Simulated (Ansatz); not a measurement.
**KTaTe3 (built on the sites of a database entry of KTaO3): a soft mode frozen in**

Aim: this structure of KTaTe3 (built on the sites of a database entry of KTaO3) is to be tested for unstable modes, and one is followed downhill.

Method: DFT PBEsol, scalar-relativistic, plane waves, PAW, in Ansatz 0.2.0.

The structure was built from a prototype and need not be the compound's stable phase.

## 1. Set-up

It takes space group Pm-3m (No. 221, cubic). Conventional cell: a = 5.448 Å, b = 5.448 Å, c = 5.448 Å, α = 90.00°, β = 90.00°, γ = 90.00°. Nearest to K lie 12 Te at 3.85 Å. Nearest to Ta lie 6 Te at 2.72 Å. Nearest to Te lie 2 Ta at 2.72 Å and 4 K at 3.85 Å. Farther neighbours and most contacts between anions are not listed.

Structure file:

```cif
data_structure
_symmetry_space_group_name_H-M 'Pm-3m'
_symmetry_Int_Tables_number 221
_cell_length_a 5.4478
_cell_length_b 5.4478
_cell_length_c 5.4478
_cell_angle_alpha 90.000
_cell_angle_beta 90.000
_cell_angle_gamma 90.000
_cell_volume 161.68
loop_
_atom_site_label
_atom_site_type_symbol
_atom_site_symmetry_multiplicity
_atom_site_Wyckoff_symbol
_atom_site_fract_x
_atom_site_fract_y
_atom_site_fract_z
_atom_site_occupancy
K1 K 1 b 0.50000 0.50000 0.50000 1
Ta1 Ta 1 a 0.00000 0.00000 0.00000 1
Te1 Te 3 d 0.50000 0.00000 0.00000 1
```

## 2. The dispersion

The cell comes from relaxations at this level that are not shown. Stability and thermal properties need the whole zone. Linear response on a 2×2×2 q mesh gives force constants as far as a supercell of that size would.

input.yaml

```yaml
crystal:
  lattice:
    - [5.4478105987, 0.0, 0.0]
    - [0.0, 5.4478105987, 0.0]
    - [0.0, 0.0, 5.4478105987]
  atoms:
    - { symbol: K, position: [0.5, 0.5, 0.5] }
    - { symbol: Ta, position: [0.0, 0.0, 0.0] }
    - { symbol: Te, position: [0.5, 0.0, 0.0] }
    - { symbol: Te, position: [0.0, 0.5, 0.0] }
    - { symbol: Te, position: [0.0, 0.0, 0.5] }
kpoints:
  mp_grid: { grid: [8, 8, 8] }
hamiltonian:
  xc: pbesol
scf:
  occupations: { method: methfessel_paxton, width: 0.2 }
output:
  eigenvalues: true
phonons:
  method: dfpt
  qmesh: [2, 2, 2]
  temperatures: { t_max: 1000, t_step: 50 }
  qpath:
    path:
      - [[0.0, 0.0, 0.0], [0.0, 0.5, 0.0], [0.5, 0.5, 0.0], [0.0, 0.0, 0.0], [0.5, 0.5, 0.5], [0.0, 0.5, 0.0]]
      - [[0.5, 0.5, 0.5], [0.5, 0.5, 0.0]]
    npoints: 10
```

Command:

```console
> ansatz run input.yaml --threads 8 --pin off --max-ram 14336MiB --backend cpu --events-out ev --progress --plain --runs-dir out
```

Numbers of over 12 decimals in the logs are rounded to 6 here.

Output:

```text
Engine: ansatz 0.2.0, aarch64-unknown-linux-gnu
Pseudopotentials: kind: paw
Pseudopotential: K, paw, valence charge 9, recommended cutoff 420 eV (normal), K.paw.azcp
Pseudopotential: Ta, paw, valence charge 13, recommended cutoff 420 eV (normal), Ta.paw.azcp
Pseudopotential: Te, paw, valence charge 16, recommended cutoff 420 eV (normal), Te.paw.azcp
Functional definition: PBEsol
  exchange = pbesol_x
  correlation = pbesol_c
Crystal: 5 atoms, lattice volume = 161.684 Å³
Basis set: ecut = 420 eV, 3119 PW (Γ), exchange–correlation on 80×80×80 points (8 copies of the dense FFT grid, shifted against one another)
Bands: 42, of which v1, the nominal top of the filled ones, is band 35 counted from 1 (34 counted from 0)
Symmetry: 48 space group operations
k-points: 35 of 512
Non-local potential: K, projectors of the file, l = 0: 3, l = 1: 2, l = 2: 2
Non-local potential: Ta, projectors of the file, l = 0: 3, l = 1: 2, l = 2: 2, l = 3: 1
Non-local potential: Te, projectors of the file, l = 0: 2, l = 1: 2, l = 2: 2, l = 3: 2
PAW form: soft (Blöchl's): semilocal exchange-correlation on the pseudo side does not see the compensation charge
PAW frozen core: K, regenerated for the run's functional, and the local potential with it (the file was generated under x = pbe(κ = 0.804, μ = 0.219515), c = pbe(β = 0.066725))
PAW frozen core: Ta, regenerated for the run's functional, and the local potential with it (the file was generated under x = pbe(κ = 0.804, μ = 0.219515), c = pbe(β = 0.066725))
PAW frozen core: Te, regenerated for the run's functional, and the local potential with it (the file was generated under x = pbe(κ = 0.804, μ = 0.219515), c = pbe(β = 0.066725))
PAW one-centre angular grid: K, 110 points (default); XC on 64 Gauss nodes
PAW one-centre angular grid: Ta, 590 points (default); XC on 64 Gauss nodes
PAW one-centre angular grid: Te, 590 points (default); XC on 64 Gauss nodes
Initial density: superposition of atomic densities (neutral atoms: chi_scale 0, normalization atom), corrected by the library's trained network
Initial wavefunctions: pseudopotential atomic-orbital guess
Functional: x = pbesol(κ = 0.804, μ = 0.123457), c = pbesol(β = 0.046)
SCF iter   1: F=—  HF=-32028.555837 eV  |F-HF|=—  |Δ(HF+E_count)|=         —  Δρ=2.36e-3  dr2=7.71e-3  ethr=1.77e-3  ⟨swp⟩=7.2  Hψ=6127  notcnv=0
preconditioner: auto → LDOS  [metal: Δε(μ)=0.020 eV  Ē_g=9.025 eV  σ=0.200 eV  W_gap=0.09  n_scr=32 (ndim 8)  ℏωp=16.0 eV  f_vac=0.043  D(μ)=5.01/eV (n_scr^D=32)  β→1.0]
SCF iter   2: F=—  HF=-32028.554282 eV  |F-HF|=—  |Δ(HF+E_count)|=   1.55e-3  S|Δr|=    0.00e0  Δρ=7.41e-4  dr2=1.29e-3  ethr=1.10e-5  ⟨swp⟩=2.1  Hψ=2989  notcnv=0  defer=1
SCF iter   3: F=—  HF=-32028.554101 eV  |F-HF|=—  |Δ(HF+E_count)|=   1.81e-4  S|Δr|=    0.00e0  Δρ=2.59e-4  dr2=1.42e-4  ethr=1.84e-6  ⟨swp⟩=2.1  Hψ=2583  notcnv=0  defer=1
SCF iter   4: F=—  HF=-32028.554057 eV  |F-HF|=—  |Δ(HF+E_count)|=   4.39e-5  S|Δr|=    0.00e0  Δρ=9.00e-5  dr2=1.01e-5  ethr=2.03e-7  ⟨swp⟩=2.0  Hψ=2528  notcnv=0  defer=1
SCF iter   5: F=—  HF=-32028.554052 eV  |F-HF|=—  |Δ(HF+E_count)|=   4.76e-6  S|Δr|=    0.00e0  Δρ=2.44e-5  dr2=7.64e-7  ethr=1.44e-8  ⟨swp⟩=2.0  Hψ=2653  notcnv=0  defer=1
SCF iter   6: F=—  HF=-32028.554052 eV  |F-HF|=—  |Δ(HF+E_count)|=   2.18e-8  S|Δr|=    0.00e0  Δρ=5.66e-6  dr2=5.07e-8  ethr=1.09e-9  ⟨swp⟩=2.6  Hψ=2495  notcnv=0  defer=1
SCF iter   7: F=—  HF=-32028.554052 eV  |F-HF|=—  |Δ(HF+E_count)|=   1.00e-8  S|Δr|=    0.00e0  Δρ=1.11e-6  dr2=2.76e-9  ethr=7.24e-11  ⟨swp⟩=2.0  Hψ=1995  notcnv=0  defer=1
SCF iter   8: F=—  HF=-32028.554052 eV  |F-HF|=—  |Δ(HF+E_count)|=  5.46e-10  S|Δr|=    0.00e0  Δρ=1.83e-7  dr2=4.08e-11  ethr=3.95e-12  ⟨swp⟩=2.0  Hψ=1987  notcnv=0  defer=1
SCF iter   9: F=-32028.554052 eV  HF=-32028.554052 eV  |F-HF|=7.28e-12  |Δ(HF+E_count)|=  7.28e-12  S|Δr|=    0.00e0  Δρ=2.39e-8  dr2=6.49e-13  ethr=1.00e-12  ⟨swp⟩=10.9  Hψ=8012  notcnv=0
SCF 1 converged in 9 iterations: F = -32028.554052 eV  dr2 = 6.49e-13
  greatest PAW one-centre occupation: 1.000 electrons in one spin orbital (limit 2), on the Ta atom at site 1 (counted from 0), in its partial waves of l = 0
Initial density: read from a saved state, or passed on in memory by an earlier SCF of this step, an earlier step, the calling program or the single point that the run made first
iter 1 solved again at ethr=3.08e-7 eV; its pass at ethr=3.10e-3 eV (dr2=2.16e-4 eV) is discarded
SCF iter   1: F=—  HF=-32028.554052 eV  |F-HF|=—  |Δ(HF+E_count)|=         —  Δρ=8.82e-7  dr2=7.50e-10  ethr=3.08e-7  ⟨swp⟩=3.5  Hψ=9664  notcnv=0
eigensolver tolerance schedule: the retry pair's looser diagonalisation over-reported the residual by 287499.92 of it (diagonalisation noise at an unbounded share of the residual, at the tolerance the schedule requests for it); recorded, not acted on — ethr = c·dr2/N_el stays at c = 1.0e-1
preconditioner: auto → LDOS  [metal: Δε(μ)=0.010 eV  Ē_g=9.027 eV  σ=0.200 eV  W_gap=0.04  n_scr=32 (ndim 8)  ℏωp=16.0 eV  f_vac=0.037  D(μ)=5.06/eV (n_scr^D=32)  β→1.0]
SCF iter   2: F=—  HF=-32028.554052 eV  |F-HF|=—  |Δ(HF+E_count)|=   9.80e-8  S|Δr|=    0.00e0  Δρ=1.03e-6  dr2=1.05e-9  ethr=1.07e-12  ⟨swp⟩=4.8  Hψ=4678  notcnv=0
SCF iter   3: F=—  HF=-32028.554052 eV  |F-HF|=—  |Δ(HF+E_count)|=  5.31e-10  S|Δr|=    0.00e0  Δρ=4.59e-7  dr2=1.86e-10  ethr=1.07e-12  ⟨swp⟩=2.1  Hψ=2647  notcnv=0
SCF iter   4: F=—  HF=-32028.554052 eV  |F-HF|=—  |Δ(HF+E_count)|=  5.46e-11  S|Δr|=    0.00e0  Δρ=3.14e-7  dr2=9.05e-11  ethr=1.00e-12  ⟨swp⟩=1.0  Hψ=1470  notcnv=0
SCF iter   5: F=—  HF=-32028.554052 eV  |F-HF|=—  |Δ(HF+E_count)|=  1.09e-11  S|Δr|=    0.00e0  Δρ=1.97e-7  dr2=3.70e-11  ethr=1.00e-12  ⟨swp⟩=1.0  Hψ=1470  notcnv=0
SCF iter   6: F=—  HF=-32028.554052 eV  |F-HF|=—  |Δ(HF+E_count)|=    0.00e0  S|Δr|=    0.00e0  Δρ=1.38e-7  dr2=1.82e-11  ethr=1.00e-12  ⟨swp⟩=1.0  Hψ=1470  notcnv=0
SCF iter   7: F=-32028.554052 eV  HF=-32028.554052 eV  |F-HF|=0.00e0  |Δ(HF+E_count)|=  1.46e-11  S|Δr|=    0.00e0  Δρ=4.87e-8  dr2=2.21e-12  ethr=1.00e-12  ⟨swp⟩=4.8  Hψ=3791  notcnv=0
SCF 2 converged in 7 iterations: F = -32028.554052 eV  dr2 = 2.21e-12
phonons: the bands overlap, so this run is a metal and interpolates without the dipole-dipole term. If the crystal is really an insulator or semiconductor, its LO-TO splitting is missing
NSCF: frozen V_eff on 35 k-points
NSCF: frozen V_eff on 125 k-points
DFPT response loops at q = (0, 0, 0) (fractional): preconditioner auto → Kerker (q_TF=auto, 2.373 Å⁻¹) (partly filled bands, converged f_vac=0.037); β = 1.00, the filter's whole step (`scf.mixing.beta` (0.50) is not read by the response loops under this deck's `scf.mixing.preconditioner`; to damp them name `kerker` or `kerker_dos`, under which they read `scf.mixing.beta`, and type it under 1.00, their step now; both keys bind the ground state too); Broyden in place of MSR1
NSCF: frozen V_eff on 250 k-points
DFPT response loops at q = (0, 0, -0.5) (fractional): mixed as the last ones told, above
NSCF: frozen V_eff on 250 k-points
DFPT response loops at q = (0, -0.5, -0.5) (fractional): mixed as the last ones told, above
NSCF: frozen V_eff on 250 k-points
DFPT response loops at q = (-0.5, -0.5, -0.5) (fractional): mixed as the last ones told, above
SCF converged after 9 iterations
Stability not checked: this state was not tested for a lower state beside it, because cold or Methfessel-Paxton smearing, or corrected tetrahedra, fill the levels in a way that the test cannot read (fill_not_monotonic; see scf.lower_state_search)
Free energy (F): -32028.554052 eV
Harris-Foulkes:  -32028.554052 eV  (|F-HF|=7.28e-12)
Internal energy: -32028.527254 eV  (E = F + TS)
E sigma→0 (E₀):  -32028.547353 eV
Entropy (-TS):   -0.026799 eV (-5.360 meV/atom)
Fermi energy:    8.396933 eV
--- Per-component energies (eV) ---
  E_band       = -1124.489638
  E_kinetic    = 1163.306913
  E_local      = -6011.612865  (includes V_loc(G=0)·N_el)
  E_nonlocal   = -892.120347
  E_hartree    = 3291.512494
  E_xc         = -720.250741
  E_vxc        = -679.651676  (∫ρ·V_xc dr)
  E_paw        = -22789.649255  (= ΣΔE_a)
  E_vpaw       = -1287.436234  (= ΣTr[D̂ρ^β])
  E_aug_tail   = -0.000416  (compensation charges beyond the density's cutoff)
  E_ewald      = -6071.159012
  E_core_change = 1.445977  (= ΣΔE_core)
  E_smearing   = -0.026799  (= −TS)
  E_closure    = 0.000000  (closes the sum)
  Σ components = -32028.554052   (vs F -32028.554052, Δ=0.00e0)
--- Band table (eV; the first three rows and the last of 35) ---
  k-point 0: bands = [... 31 lower, 7.2235, 7.4611, 7.4611, 7.4611, 8.0994, 8.0994, 8.0994, 9.4094, ... 3 higher]
  k-point 1: bands = [... 31 lower, 7.1140, 7.4479, 7.4676, 7.7075, 7.7075, 8.4275, 8.4275, 9.4274, ... 3 higher]
  k-point 2: bands = [... 31 lower, 6.6035, 6.8813, 7.4834, 7.7508, 7.7508, 9.0857, 9.0857, 9.4577, ... 3 higher]
  k-point 34: bands = [... 31 lower, 4.2909, 8.7980, 8.7980, 8.7980, 9.7393, 9.7393, 9.7393, 10.5618, ... 3 higher]
--- Phonons (Γ-DFPT): 4 representative perturbations + reference (Σ response iterations 14) ---
  ASR residual: 3.489e-5 → 0.000e0 eV/Å²; symmetrization residual: 1.969e-5 eV/Å²
  ASR residual per site (eV/Å²): 1.20e-5 3.49e-5 3.61e-6 3.61e-6 3.61e-6
  Γ frequencies (cm⁻¹): 0.00 0.00 0.00 13.68 13.68 13.68 32.55 32.55 32.55 63.00 63.00 63.00 181.66 181.66 181.66
--- Phonons (arbitrary-q DFPT): 4 irreducible q on the 2×2×2 mesh ---
  q = [0.0000, 0.0000, 0.0000] (star 1, of the zone-centre solve; hermiticity 3.46e-6, symmetrization 1.40e-11): -0.00 -0.00 0.00 13.68 13.68 13.68 32.55 32.55 32.55 63.00 63.00 63.00 181.66 181.66 181.66
  q = [0.0000, 0.0000, -0.5000] (star 3, 9 solved perturbations in 975 linear systems a pass and spin channel, the states on 125 of 512 k-point pairs; hermiticity 2.73e-6, symmetrization 1.80e-11): -15.60 -15.60 31.34 31.34 41.18 48.98 48.98 53.14 57.51 68.92 68.92 103.53 179.09 179.09 180.77
  q = [0.0000, -0.5000, -0.5000] (star 3, 9 solved perturbations in 975 linear systems a pass and spin channel, the states on 125 of 512 k-point pairs; hermiticity 3.40e-6, symmetrization 2.81e-12): -31.31 -23.71 39.80 39.80 56.25 60.09 60.09 61.96 61.96 89.46 90.82 105.48 105.48 176.77 194.71
  q = [-0.5000, -0.5000, -0.5000] (star 1, 4 solved perturbations in 350 linear systems a pass and spin channel, the states on 125 of 512 k-point pairs; hermiticity 3.28e-6, symmetrization 4.89e-11): -32.52 -32.52 -32.52 -29.42 -29.42 52.52 52.52 52.52 92.33 92.33 92.33 103.61 103.61 103.61 208.06
  sum rule: each row above includes the acoustic sum rule's correction from the zone centre's row sums; it moved no ω² by more than (0.29 cm⁻¹)²
  mesh force constants: q→R imaginary residual 1.67e-18; ASR residual 3.489e-5 → 0.000e0 eV/Å²; symmetrization residual 5.329e-15 eV/Å²
  interpolated dispersion: 62 rows × 15 modes
  density of states and harmonic sums: on the 12×12×12 q-mesh, interpolated from the force constants of a 2×2×2 supercell (no non-analytic term)
  largest difference from the sums on the solved wave vectors: F 4.12e-1 eV, S 5.25e-4 and C_V 1.14e-4 eV/K
  zero-point energy: 0.067595 eV/cell   skipped modes (ω ≤ 0): 114, of them read as no rigid motion or as one in doubt: 111 (1.183e0 modes/cell left out, lowest -32.52 cm⁻¹)   left out of the sums: 7.90e-2 of the cell's modes: C_V's classical limit lies that fraction below 3 k_B per atom; for a crystal, a wire or a layer, F and S can be off by more, and a phonons.interpolated_qmesh denser along its periods is the remedy for the sampling
```

Elapsed: 5.6 min, on 8 threads of Arm Neoverse V1, shared host; peak memory 2.5 GiB; 43 min of CPU time.

The column dr2 measures how far the density is from self-consistency, as an energy; F and HF (Harris–Foulkes) agree once it is small.

Numbers from this step:

```
volume per atom                                         : 32.34 Å³
gap on the k-mesh                                       : 0 eV
sum-rule residual before enforcement                    : 3.49e-5 eV/Å²
lowest frequency on the path                            : -32.52 cm⁻¹
point group                                             : m-3m
highest frequency on the path or at a solved wavevector : 208.8 cm⁻¹
highest optical mode at the zone centre (no LO-TO term) : 181.7 cm⁻¹
lowest optical zone-centre mode                         : 13.68 cm⁻¹
lowest mode on the q mesh (acoustic modes at Γ apart)   : -32.52 cm⁻¹
```

Frequencies (cm⁻¹) solved at each irreducible wavevector; negative means imaginary. Frequencies by wavevector, by row:

| q in reciprocal lattice units | star | mode 1 | mode 2 | mode 3 | mode 4 | mode 13 | mode 14 | mode 15 |
| --- | --- | --- | --- | --- | --- | --- | --- | --- |
| 0 0 0 | 1 | 0 | 0 | 0 | 13.7 | 181.7 | 181.7 | 181.7 |
| 0 0 -0.5 | 3 | -15.6 | -15.6 | 31.3 | 31.3 | 179.1 | 179.1 | 180.8 |
| 0 -0.5 -0.5 | 3 | -31.3 | -23.7 | 39.8 | 39.8 | 105.5 | 176.8 | 194.7 |
| -0.5 -0.5 -0.5 | 1 | -32.5 | -32.5 | -32.5 | -29.4 | 103.6 | 103.6 | 208.1 |

Interpolated from a 2×2×2 q mesh. Phonon branches along the path, in cm⁻¹:

| point | branch 1 | branch 2 | branch 3 | branch 4 | branch 12 | branch 13 | branch 14 | branch 15 |
| --- | --- | --- | --- | --- | --- | --- | --- | --- |
| Γ | 0 | 0 | 0 | 14 | 63 | 182 | 182 | 182 |
| halfway | -9 | -9 | 25 | 25 | 73 | 180 | 180 | 181 |
| X | -16 | -16 | 31 | 31 | 104 | 179 | 179 | 181 |
| halfway | -20 | 3 | 32 | 42 | 104 | 140 | 178 | 195 |
| M | -31 | -24 | 40 | 40 | 106 | 106 | 177 | 195 |
| halfway | -15 | 7 | 31 | 40 | 78 | 158 | 179 | 193 |
| Γ | 0 | 0 | 0 | 14 | 63 | 182 | 182 | 182 |
| halfway | 7 | 7 | 17 | 48 | 82 | 152 | 152 | 204 |
| R | -32 | -32 | -32 | -29 | 104 | 104 | 104 | 208 |
| halfway | -10 | 12 | 12 | 40 | 105 | 123 | 145 | 207 |
| X | -16 | -16 | 31 | 31 | 104 | 179 | 179 | 181 |
| jump to R | -32 | -32 | -32 | -29 | 104 | 104 | 104 | 208 |
| halfway | -32 | 6 | 6 | 33 | 105 | 105 | 128 | 208 |
| M | -31 | -24 | 40 | 40 | 106 | 106 | 177 | 195 |

Symmetry leaves 4 wavevectors to solve. The lowest mode among them, the acoustic zeros apart, lies at q = (-0.5, -0.5, -0.5) and is imaginary, 32.5i cm⁻¹, so the energy falls along it.

## 3. The mode frozen in, largest atomic shift 0 Å

The mode followed lies at q = (0, -0.5, -0.5) with frequency 31.3i cm⁻¹, one of the unstable modes though not the softest. At small amplitude the distorted cell has space group no. 127 by a symmetry search on the positions. The undistorted cell that holds it gives the zero of energy on the same k mesh.

System of this step: KTaTe3 (built on the sites of a database entry of KTaO3). The structure is cubic, space group Pm-3m (No. 221). The conventional cell has a = 5.448 Å, b = 5.448 Å, c = 5.448 Å, α = 90.00°, β = 90.00°, γ = 90.00°. K has 12 Te at 3.85 Å nearest. Nearest to Ta lie 6 Te at 2.72 Å. Nearest to Te lie 2 Ta at 2.72 Å and 4 K at 3.85 Å. Nearest to Te lie 2 Ta at 2.72 Å and 4 K at 3.85 Å. Farther neighbours and most contacts between anions are not listed.

input.yaml

```yaml
crystal:
  lattice:
    - [-5.4478105987, 0.0, 0.0]
    - [0.0, -5.4478105987, -5.4478105987]
    - [0.0, -5.4478105987, 5.4478105987]
  atoms:
    - { symbol: K, position: [0.5, 1.0, 0.5] }
    - { symbol: K, position: [0.5, 0.5, 0.0] }
    - { symbol: Ta, position: [0.0, 0.5, 0.5] }
    - { symbol: Ta, position: [0.0, 0.0, 0.0] }
    - { symbol: Te, position: [0.5, 0.5, 0.5] }
    - { symbol: Te, position: [0.5, 0.0, 0.0] }
    - { symbol: Te, position: [0.0, 0.25, 0.25] }
    - { symbol: Te, position: [0.0, 0.75, 0.75] }
    - { symbol: Te, position: [0.0, 0.25, 0.75] }
    - { symbol: Te, position: [0.0, 0.75, 0.25] }
kpoints:
  mp_grid: { grid: [8, 6, 6] }
hamiltonian:
  xc: pbesol
scf:
  occupations: { method: methfessel_paxton, width: 0.2 }
output:
  forces: true
  stress: true
  eigenvalues: true
```

Output:

```text
[...]
Crystal: 10 atoms, lattice volume = 323.367 Å³
Basis set: ecut = 420 eV, 6287 PW (Γ), exchange–correlation on 80×108×108 points (8 copies of the dense FFT grid, shifted against one another)
Bands: 84, of which v1, the nominal top of the filled ones, is band 70 counted from 1 (69 counted from 0)
Symmetry: 32 space group operations
[...]
k-points: 50 of 288
[...]
k-point 0: bands = [... 66 lower, 7.4391, 7.4425, 7.4425, 8.1005, 8.1005, 8.1016, 8.7303, 9.3853, ... 10 higher]
  k-point 1: bands = [... 66 lower, 7.2436, 7.5045, 7.7989, 7.9271, 8.1455, 8.3144, 8.5377, 9.4558, ... 10 higher]
  k-point 2: bands = [... 66 lower, 7.0446, 7.1742, 7.4953, 8.1118, 8.5002, 8.5625, 8.6972, 9.2582, ... 10 higher]
  k-point 49: bands = [... 66 lower, 6.3899, 6.3899, 8.7335, 8.7335, 9.5568, 9.5568, 9.6057, 9.6057, ... 10 higher]
[key lines of the parts left out:]
SCF converged after 6 iterations
Free energy (F): -64057.136878 eV
Fermi energy:    8.399720 eV
P = ⅓ Tr σ = 0.0051 GPa (0.051 kbar)
```

Run time: 9.8 s. Hardware: 8 threads; peak memory 1.9 GiB.

This step gave:

```
pressure                         : 0.005059 GPa
energy from the undistorted cell : 0 meV/atom
```

The run ends at a pressure of 0.01 GPa.

## 4. The mode frozen in, largest atomic shift 0.6 Å

The atoms are moved along the unstable eigenvector, the largest shift by 0.6 Å, with the cell fixed.

input.yaml, the sections that differ from step 3:

```yaml
crystal:
  lattice:
    - [-5.4478105987, 0.0, 0.0]
    - [0.0, -5.4478105987, -5.4478105987]
    - [0.0, -5.4478105987, 5.4478105987]
  atoms:
    - { symbol: K, position: [0.5, 1.0, 0.5] }
    - { symbol: K, position: [0.5, 0.5, 0.0] }
    - { symbol: Ta, position: [0.0, 0.5, 0.5] }
    - { symbol: Ta, position: [0.0, 0.0, 0.0] }
    - { symbol: Te, position: [0.5, 0.5, 0.5] }
    - { symbol: Te, position: [0.5, 0.0, 0.0] }
    - { symbol: Te, position: [0.0, 0.3050679937, 0.1949320063] }
    - { symbol: Te, position: [0.0, 0.6949320063, 0.8050679937] }
    - { symbol: Te, position: [0.0, 0.1949320063, 0.6949320063] }
    - { symbol: Te, position: [0.0, 0.8050679937, 0.3050679937] }
# kpoints, hamiltonian, scf, output: as in step 3
```

Output:

```text
[...]
Crystal: 10 atoms, lattice volume = 323.367 Å³
Basis set: ecut = 420 eV, 6287 PW (Γ), exchange–correlation on 80×108×108 points (8 copies of the dense FFT grid, shifted against one another)
Bands: 84, of which v1, the nominal top of the filled ones, is band 70 counted from 1 (69 counted from 0)
Symmetry: 16 space group operations
[...]
k-points: 50 of 288
[...]
k-point 0: bands = [... 66 lower, 7.2955, 7.4108, 7.4108, 7.5982, 7.9047, 8.1448, 8.1448, 8.7076, ... 10 higher]
  k-point 1: bands = [... 66 lower, 7.1936, 7.2650, 7.6522, 7.7968, 7.8120, 8.1322, 8.2649, 9.0553, ... 10 higher]
  k-point 2: bands = [... 66 lower, 6.8458, 7.0528, 7.5697, 7.6604, 8.3141, 8.5015, 8.6542, 9.1411, ... 10 higher]
  k-point 49: bands = [... 66 lower, 6.4704, 6.4704, 8.3755, 8.3755, 8.8242, 8.8242, 9.4508, 9.4508, ... 10 higher]
[key lines of the parts left out:]
SCF converged after 7 iterations
Free energy (F): -64057.456903 eV
Fermi energy:    8.215580 eV
P = ⅓ Tr σ = -1.4908 GPa (-14.908 kbar)
```

It took 9.9 s on 8 threads; peak memory 1.9 GiB.

Numbers from this step:

```yaml
pressure: -1.491 GPa
energy_from_the_undistorted_cell: -31.72 meV/atom
```

The energy, extrapolated to zero smearing, is -31.72 meV/atom against the undistorted cell.

The run ends at a pressure of -1.49 GPa, with forces up to 0.013 eV/Å.

(Continued in part 2 of 2.)

[Logs are printed without paths, hosts, clocks, repeated set-up lines and the standing remarks that a program may print on its own settings, such as how far it seeks lower states.]

[Hosts, paths, dates, database ids (printed as entryN), source tags and the programs' standing remarks are cut or masked in the printed files.]
